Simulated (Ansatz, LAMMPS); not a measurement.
# Glassy 55SiO2-18B2O3-14Na2O-14CaO (mol %) (71 atoms) in motion

Aim: follow glassy 55SiO2-18B2O3-14Na2O-14CaO (mol %) (71 atoms) for a short time with forces from DFT, then look at structure and electrons in the last frame.

Calculated with Ansatz 0.2.0; Kohn-Sham DFT, r2SCAN, PAW (set soft_2), plane waves.

## 1. The structure

The cell holds 71 atoms: 12 Si, 8 B, 6 Na, 3 Ca and 42 O. Cell: a = 9.524 Å, b = 9.524 Å, c = 9.524 Å, α = 90.0°, β = 90.0°, γ = 90.0°. 71 atoms (12 Si, 8 B, 6 Na, 3 Ca, 42 O) placed at random at 2.34 g/cm³, melted at 3000 K for 20 ps at fixed volume with the Buckingham and Coulomb pair potential of Guillot and Sator (Geochim. Cosmochim. Acta 71, 1249 (2007)) with the boron terms of Wang et al. (J. Non-Cryst. Solids 498, 294 (2018)). Quenched from 3000 K to 300 K at 10 K/ps and fixed volume, held 10 ps at zero pressure.

Before any run, some limits are plain. The quench rate of 10 K/ps far exceeds what a furnace or splat quench reaches, so expect more defects and frozen-in strain than in a real sample. The network of bonds at the start is that of the classical potential that made the cell. The Brillouin zone is sampled at Γ only, in a cell whose shortest periodic width is 10 Å.

## 2. Single point at the start

The forces at the start show how far the geometry lies from a minimum of this functional.

input.yaml reads:

```yaml
crystal:
  lattice:
    - [9.52359, 0.0, 0.0]
    - [0.0, 9.52359, 0.0]
    - [0.0, 0.0, 9.52359]
  atoms:
    - { symbol: Si, position: [0.26394, 0.05285, 0.01438] }
    - { symbol: Si, position: [0.23547, 0.13743, 0.57316] }
    - { symbol: Si, position: [0.81767, 0.56054, 0.58842] }
    - { symbol: Si, position: [0.42321, 0.23754, 0.82671] }
    [... 61 atom lines left out ...]
    - { symbol: O, position: [0.40291, 0.53105, 0.12218] }
    - { symbol: O, position: [0.18204, 0.6314, 0.23627] }
    - { symbol: O, position: [0.30803, 0.20453, 0.94283] }
    - { symbol: O, position: [0.25091, 0.56906, 0.54539] }
    - { symbol: O, position: [0.02664, 0.11905, 0.36213] }
    - { symbol: O, position: [0.37106, 0.15317, 0.68203] }
kpoints:
  mp_grid: { grid: [1, 1, 1] }
hamiltonian:
  xc: r2scan
scf:
  occupations: { method: fixed }
output:
  forces: true
  stress: true
```

Started as:

```console
$ ansatz run input.yaml --threads 4 --pin off --max-ram 8192MiB --backend cpu --events-out ev --progress --plain --runs-dir out
```

Elapsed: 24 s, on 4 threads of Arm Neoverse V1, shared host; peak memory 2.2 GiB; 95 s of CPU time.

Numbers from this run:

```yaml
free_energy: -47278.2198 eV
free_energy_per_atom: -665.8904 eV/atom
scf_cycles: 10
pressure: -4.521 GPa
r_m_s_force_component: 0.9841 eV/Å
longest_force: 3.435 eV/Å
fermi_energy: 4.434 eV
```

The r.m.s. force component of 0.98 eV/Å and the pressure of -4.5 GPa set the starting point.

Length of the force by element:

```
element  coordination  atoms  mean length of the force (eV/Å)  spread  least   most
      B           all      8                             2.32   0.532   1.60   3.44
     Ca           all      3                             1.35   0.643  0.440   1.81
     Na           all      6                            0.625   0.128  0.494  0.800
      O           all     42                             1.39   0.555  0.505   2.67
     Si           all     12                             2.12   0.609   1.29   3.23
```

## 3. Dynamics at 600 K

A Nosé–Hoover thermostat steers the temperature while disturbing the dynamics little. The time step is 1.0 fs.

input.yaml: that of step 2 with these lines changed.

```diff
@@ -16 +16,8 @@
   stress: true
+md:
+  timestep: 1.0
+  n_steps: 180
+  ensemble: nvt_nose_hoover
+  temperature: 600
+  initial_velocities: maxwell_boltzmann
+  seed: 7142
```

The job ended after 43 min (4 threads; peak memory 2.4 GiB).

The program notes that the SCF threshold is loose for the stress and it switched symmetry off.

Rows from the run:

```
time (fs)  T (K)  potential (meV/atom)  conserved (meV/atom)
      0.0    600                   0.0                  0.00
     12.0    620                  -2.5                  0.02
     24.0    576                   3.1                  0.07
     36.0    735                 -17.3                  0.01
     48.0    681                 -10.9                  0.03
     60.0    671                 -10.6                  0.02
     72.0    631                  -6.8                  0.03
     84.0    731                 -21.4                 -0.02
     96.0    721                 -22.4                 -0.02
    108.0    629                 -13.4                  0.02
    120.0    541                  -4.9                  0.02
    132.0    602                 -14.9                 -0.02
    144.0    620                 -19.6                 -0.02
    156.0    525                  -9.4                  0.04
    168.0    601                 -20.7                 -0.04
    180.0    645                 -27.5                 -0.07
```

Mean square displacement from the first frame to the last: Si 0.18 Å², B 0.20 Å², Na 0.47 Å², Ca 0.84 Å², O 0.40 Å².

Mean square displacement against time lag:

```
time lag (fs)   B (Å²)  Ca (Å²)  Na (Å²)   O (Å²)  Si (Å²)
          1.0   1.2e-4   8.0e-5   9.0e-5   9.1e-5   5.1e-5
          4.0  0.00187  0.00128  0.00144  0.00143   8.0e-4
          8.0  0.00660  0.00514  0.00574  0.00545  0.00303
         15.0   0.0159   0.0180   0.0199   0.0167  0.00901
         19.0   0.0195   0.0288   0.0314   0.0243   0.0127
         23.0   0.0220   0.0418   0.0453   0.0323   0.0162
         26.0   0.0237   0.0531   0.0570   0.0385   0.0187
         30.0   0.0262   0.0698   0.0743   0.0470   0.0218
         38.0   0.0326    0.109    0.113   0.0647   0.0281
         41.0   0.0353    0.125    0.129   0.0713   0.0306
         45.0   0.0394    0.147    0.151   0.0799   0.0340
         49.0   0.0444    0.171    0.174   0.0881   0.0374
         52.0   0.0488    0.189    0.191   0.0941   0.0400
         60.0   0.0614    0.239    0.237    0.110   0.0469
         64.0   0.0671    0.265    0.260    0.118   0.0506
         67.0   0.0709    0.285    0.278    0.125   0.0534
         71.0   0.0754    0.312    0.300    0.134   0.0574
         75.0   0.0797    0.339    0.323    0.143   0.0613
         82.0   0.0870    0.388    0.361    0.161   0.0679
         86.0   0.0914    0.418    0.381    0.171   0.0716
         90.0   0.0962    0.448    0.400    0.181   0.0753
```

Over the second half of 180 fs the temperature averages 604 K with swings of 53 K r.m.s. The conserved energy stays within 0.08 meV/atom. From first frame to last Ca has the largest mean square displacement, 0.84 Å² at the end; the farthest move is 1.29 Å. The count of bonds goes from 129 in the first frame to 129 in the last, by one set of cutoffs: 13 pairs passed out of them and 13 came within. The run spans 0.18 ps, too short for its means to be equilibrium values.

## 4. Structure statistics late in the run

The g(r) is a mean over the second half; what follows it is taken at the last frame.

Bonds before and after, by the cutoffs listed below:

```
pair  bonds before  bonds after  mean before (Å)  mean after (Å)  spread before (Å)  spread after (Å)
O-Si            48           48            1.636           1.628              0.026             0.045
 O-B            28           28            1.436           1.453              0.049             0.088
O-Na            37           34            2.676           2.578              0.166             0.234
O-Ca            16           19            2.427           2.382              0.103             0.172
```

Density 2.60 g/cm³, 12.17 Å³ an atom.

Mean of 14 frames. Pair distribution functions g(r), in bins of 0.2 Å:

```
r (Å)  total   O-O   O-Si    O-B  O-Na  O-Ca  Si-Si
 1.20   0.03  0.00   0.00   0.22  0.00  0.00   0.00
 1.40   1.46  0.00   0.00  10.95  0.00  0.00   0.00
 1.60   2.63  0.00  11.41   2.61  0.00  0.00   0.00
 1.80   0.20  0.00   0.90   0.15  0.00  0.00   0.00
 2.00   0.04  0.00   0.00   0.00  0.28  0.32   0.00
 2.20   0.39  0.22   0.00   0.00  1.60  3.02   0.00
 2.40   1.08  2.21   0.00   0.00  1.66  2.59   0.00
 2.60   1.34  2.74   0.03   0.01  1.82  2.21   0.00
 2.80   1.05  1.65   0.10   0.12  1.29  0.47   0.12
 3.00   0.91  0.75   0.39   0.59  0.86  0.66   3.00
 3.20   0.95  0.81   0.69   0.90  0.94  0.86   2.21
 3.40   1.04  0.80   1.40   1.42  0.76  0.44   0.21
 3.60   0.87  0.62   1.40   1.20  0.71  0.45   0.39
 3.80   1.10  0.62   1.69   1.85  0.99  1.14   0.57
 4.00   1.19  0.74   1.67   1.66  1.08  1.46   2.08
 4.20   1.04  0.76   1.40   1.08  1.21  1.17   1.12
 4.40   0.89  0.95   0.89   0.80  1.00  1.18   0.68
 4.60   1.05  1.42   0.71   0.58  1.05  0.91   1.39
```

Bonds by pair of elements; cutoffs follow the first minimum of g(r), held within bounds set by covalent radii, and pairs that aren't listed don't count as bonded:

```
pair A-B  cutoff (Å)  bonds  mean length (Å)  spread (Å)  shortest (Å)  B about A  A about B
    O-Si        2.12     48             1.63       0.045          1.54       1.14          4
     O-B        1.83     28             1.45       0.088          1.32      0.667        3.5
    O-Na        3.02     34             2.58       0.234             2       0.81       5.67
    O-Ca        2.83     19             2.38       0.172          2.08      0.452       6.33
```

How many atoms have how many bonded neighbours:

```
element  mean  2   3   4  5  6  7
      B   3.5  0   4   4  0  0  0
     Ca  6.33  0   0   0  0  2  1
     Na  5.67  0   0   1  1  3  1
      O  3.07  9  22  10  1  0  0
     Si     4  0   0  12  0  0  0
```

Bond angles, per cent of each kind in bins of 5°:

```
angle (°)  O-Na-O  O-Si-O  O-Ca-O  O-B-O  Na-O-Si
    45–50     1.2     0.0     0.0    0.0      0.0
    50–55     6.1     0.0     0.0    0.0      0.0
    55–60     9.8     0.0     3.9    0.0      0.0
    60–65     6.1     0.0     2.0    0.0      0.0
    65–70     2.4     0.0     9.8    0.0      0.0
    70–75     8.5     0.0     3.9    0.0      0.0
    75–80     3.7     0.0     9.8    0.0      2.9
    80–85     4.9     0.0     5.9    0.0      2.9
    85–90     3.7     0.0     9.8    0.0     17.1
    90–95     9.8     0.0     9.8    0.0     14.3
   95–100     4.9     8.3     3.9    5.6     11.4
  100–105     2.4    20.8     2.0    8.3     17.1
  105–110     7.3    30.6     2.0   22.2     14.3
  110–115     3.7    15.3     5.9   25.0      2.9
  115–120     3.7    18.1     2.0   22.2      2.9
  120–125     3.7     6.9     3.9   11.1      2.9
  125–130     0.0     0.0     5.9    5.6      2.9
  130–135     2.4     0.0     3.9    0.0      5.7
  135–140     2.4     0.0     2.0    0.0      0.0
  140–145     1.2     0.0     3.9    0.0      2.9
  145–150     2.4     0.0     0.0    0.0      0.0
  150–155     3.7     0.0     2.0    0.0      0.0
  155–160     1.2     0.0     3.9    0.0      0.0
  160–165     3.7     0.0     2.0    0.0      0.0
  165–170     1.2     0.0     0.0    0.0      0.0
  170–175     0.0     0.0     0.0    0.0      0.0
  175–180     0.0     0.0     2.0    0.0      0.0
```

Bond angles (no mean is given where the spread exceeds 20°):

```
  angle  count  mean (°)  spread (°)
 O-Na-O     82         -           -
 O-Si-O     72       109         6.6
 O-Ca-O     51         -           -
  O-B-O     36       113         7.7
Na-O-Si     35       102        14.9
```

Oxygen atoms by the number of network formers (Si, P, Ge, B, Al, As, Ga) bound to them:

```
network formers bound to O  O atoms  per cent
                         0        0         0
                         1        8        19
                         2       34        81
```

Network units: each former by its oxygen neighbours and how many of them bridge to another former:

```
former  O neighbours  bridging O  atoms
    Si             4           3      5
    Si             4           4      7
     B             3           2      2
     B             3           3      2
     B             4           3      1
     B             4           4      3
```

Bond length by coordination (bonds to H left out):

```
element  coordination  atoms  mean bond length (Å)
      B             3      4                  1.39
      B             4      4                  1.50
     Ca             6      2                  2.36
     Ca             7      1                  2.43
     Na             4      1                  2.51
     Na             5      1                  2.60
     Na             6      3                  2.55
     Na             7      1                  2.67
      O             2      9                  1.56
      O             3     22                  1.92
      O             4     10                  2.12
      O             5      1                  2.40
```

Rings of the network by King's shortest-path rule, up to 12 atoms, one path for each pair of neighbours; H, halogens, alkali and alkaline-earth atoms are left out, and the last column divides by all other atoms, bonded or not:

```
ring size (atoms)  rings  per network atom
                8      3             0.048
               10      3             0.048
               12      4             0.065
```

With the cutoffs above, 50 % of B atoms have 3 and as many 4, 67 % of Ca atoms have 6, 50 % of Na atoms have 6 and 52 % of O atoms have 3 bonded neighbours. 81 % of the oxygens bridge two formers (Si and B) and 19 % are non-bridging. The commonest Si unit has 4 oxygens, 4 of them shared with other formers (7 of 12 atoms). Rings of 12 atoms are the most common (40 % of those counted); sizes run from 8 to 12, where the search stops.

## 5. Single point at the last frame

The last frame is solved once more, with the analyses that the dynamics left out.

input.yaml reads:

```yaml
crystal:
  lattice:
    - [9.52359, 0.0, 0.0]
    - [0.0, 9.52359, 0.0]
    - [0.0, 0.0, 9.52359]
  atoms:
    - { symbol: Si, position: [0.25532, 0.0322, 0.05083] }
    - { symbol: Si, position: [0.2077, 0.1504, 0.59243] }
    - { symbol: Si, position: [0.87109, 0.55808, 0.58306] }
    - { symbol: Si, position: [0.40848, 0.24579, 0.8502] }
    [... 61 atom lines left out ...]
    - { symbol: O, position: [0.3969, 0.53135, 0.21004] }
    - { symbol: O, position: [0.14503, 0.64013, 0.24258] }
    - { symbol: O, position: [0.32747, 0.18726, 0.99099] }
    - { symbol: O, position: [0.32076, 0.51637, 0.5133] }
    - { symbol: O, position: [0.98895, 0.10336, 0.34973] }
    - { symbol: O, position: [0.33196, 0.20556, 0.6924] }
kpoints:
  mp_grid: { grid: [1, 1, 1] }
hamiltonian:
  xc: r2scan
scf:
  occupations: { method: fixed }
output:
  forces: true
  stress: true
  populations: true
  dos:
    method: { smearing: { sigma: 0.15 } }
    de: 0.1
    projected: { site_lists: { B: [B], Ca: [Ca], Na: [Na], O: [O], Si: [Si] } }
  eigenvalues: true
  write_density: true
  write_potential: true
  volumetric_format: npy
```

Run time: 35 s. Hardware: 4 threads; peak memory 2.2 GiB.

Numbers from this run:

| Item | Value |
| --- | --- |
| free energy | -47280.1722 eV |
| free energy per atom | -665.9179 eV/atom |
| SCF cycles | 10 |
| pressure | -0.5222 GPa |
| r.m.s. force component | 0.89 eV/Å |
| longest force | 3.208 eV/Å |
| Fermi energy | 4.07 eV |
| gap (highest filled to lowest empty level) | 3.752 eV |
| spilling of the projection | 0.01075 |

[end of part 1 of 2]

[Logs are printed without paths, hosts, clocks, repeated set-up lines and the standing remarks that a program may print on its own settings, such as how far it seeks lower states.]

[Hosts, paths, dates, database ids (printed as entryN), source tags and the programs' standing remarks are cut or masked in the printed files.]
